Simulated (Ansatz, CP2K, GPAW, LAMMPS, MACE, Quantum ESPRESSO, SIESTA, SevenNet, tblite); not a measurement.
**Other levels on liquid Ge at 2600 K (66 atoms)**

Density of this cell: 5.27 g/cm³. The cell holds 66 atoms: 66 Ge. Cell: a = 11.473 Å, b = 11.473 Å, c = 11.473 Å, α = 90.0°, β = 90.0°, γ = 90.0°. 66 atoms (66 Ge) placed at random at 5.27 g/cm³, melted at 3500 K for 10 ps at fixed volume with the Tersoff potential (Tersoff, Phys. Rev. B 39, 5566 (1989)). Snapshot at the end of a hold of 5 ps at 2600 K and fixed volume.

Geometry: as built.

The reference, a calculation:

| Quantity | Value |
| --- | --- |
| method | Kohn-Sham DFT, PBE, SSSP efficiency 1.3.0 pseudopotentials, plane waves (Quantum ESPRESSO 7.5); sssp-pbe-1.3.0-efficiency, cutoffs 45/360 Ry, Γ point |
| r.m.s. force component | 0.8985 eV/Å |
| longest force | 3.647 eV/Å |
| pressure | 4.464 GPa |
| time | 4.2 min on 4 MPI ranks of Arm Neoverse V1, shared host |
| CPU time | 17 min |

Q: Estimate the differences from the reference, the CPU time and the memory of each run.
- CP2K PBE, TZVP-UZH, 350/50 Ry, diagonalisation (CP2K 2026.2; 4 MPI ranks)
- SevenNet 0 potential (SevenNet 0; 1 thread)
- GPAW PBE, LCAO dzp, h 0.2 Å (GPAW 26.7.0; 1 thread)
- CP2K PBE+D3(BJ), DZVP-UZH, 350/50 Ry, diagonalisation (CP2K 2026.2; 2 threads)
- CP2K r2SCAN, SCAN potentials, DZVP-UZH(SCAN), 600/50 Ry, diagonalisation (CP2K 2026.2; 2 threads)
- CP2K PBE, DZVP-UZH, 122/50 Ry, diagonalisation (CP2K 2026.2; 2 threads)
- CP2K PBE, DZVP-UZH, 350/50 Ry, diagonalisation (CP2K 2026.2; 2 threads)
- GPAW PBE, LCAO dzp, h 0.2 Å, other mixer settings (GPAW 26.7.0; 1 thread)
- CP2K PBE, DZVP-UZH, 175/50 Ry, diagonalisation (CP2K 2026.2; 2 threads)
- CP2K PBE, TZV2P-UZH, 350/50 Ry, diagonalisation (CP2K 2026.2; 4 MPI ranks)

Differences are against the plane-wave reference, forces as r.m.s. over components; share is that over the reference's r.m.s. force, slope the least-squares factor from reference forces to these. Total energies of different programs have different zeros and aren't compared.

```tsv
run	Δ force, r.m.s. (meV/Å)	share (%)	slope	Δ pressure (GPa)	cores	CPU time	memory (GiB)
reference	-	-	-	-	4	17 min	4.6
CP2K PBE, TZVP-UZH, 350/50 Ry, diagonalisation	34.2	3.81	1.001	0.696	4	3 min	3.9
SevenNet 0 potential	234	26.0	0.915	-1.30	1	8.2 s	0.7
GPAW PBE, LCAO dzp, h 0.2 Å	101	11.3	1.095	-	1	4.3 min	1.4
CP2K PBE+D3(BJ), DZVP-UZH, 350/50 Ry, diagonalisation	102	11.4	0.957	-0.362	2	2.7 min	2.2
CP2K r2SCAN, SCAN potentials, DZVP-UZH(SCAN), 600/50 Ry, diagonalisation	239	26.6	0.857	-4.94	2	8.6 min	4.8
CP2K PBE, DZVP-UZH, 122/50 Ry, diagonalisation (coarse)	37.9	4.22	0.994	0.915	2	1.7 min	0.79
CP2K PBE, DZVP-UZH, 350/50 Ry, diagonalisation	38.0	4.23	0.994	0.915	2	2.6 min	2.2
GPAW PBE, LCAO dzp, h 0.2 Å, other mixer settings	101	11.3	1.094	-	1	5.2 min	1.3
CP2K PBE, DZVP-UZH, 175/50 Ry, diagonalisation (coarse)	38	4.23	0.994	0.915	2	1.9 min	1.1
CP2K PBE, TZV2P-UZH, 350/50 Ry, diagonalisation	22.5	2.51	0.996	0.620	4	7.9 min	5.0
```

Rows marked coarse were listed beforehand as settings not expected to be converged; some can still land near the reference.

Times of the machine-learned potentials are mostly Python's start and the loading of weights.

CPU time is summed over cores on a shared host, where runs went side by side, so it is rough. Symmetry, cutoffs, thresholds, outputs and thread counts weren't matched or tuned between programs; memory under MPI is the largest rank's times the ranks.

The PBE runs in local orbitals, coarse settings apart, differ by 2.5 % (CP2K PBE, TZV2P-UZH, 350/50 Ry, diagonalisation) to 11 % (GPAW PBE, LCAO dzp, h 0.2 Å); basis, grid and potentials can all enter. Machine-learned potentials differ by 26 % (SevenNet 0 potential); they were trained on other programs' data. Rows with another functional or a dispersion term differ by 11 % (CP2K PBE+D3(BJ), DZVP-UZH, 350/50 Ry, diagonalisation) to 27 % (CP2K r2SCAN, SCAN potentials, DZVP-UZH(SCAN), 600/50 Ry, diagonalisation), which mixes the change of model with differences of basis and potentials, some of them made for another functional. Runs with settings chosen to be coarse differ by 4.2 % in each run, their programs' other errors included. Machine-learned potentials mimic data converged in k, so the reference's own k-point error enters their differences. The network of bonds at the start is that of the classical potential that made the cell, and needn't be the one that DFT or experiment would give. The electronic-structure runs sample only Γ, in a cell whose shortest periodic width is 11 Å, which is coarse for a cell with partly filled levels.

[Logs are printed without paths, hosts, clocks, repeated set-up lines and the standing remarks that a program may print on its own settings, such as how far it seeks lower states.]

[Hosts, paths, dates, database ids (printed as entryN), source tags and the programs' standing remarks are cut or masked in the printed files.]
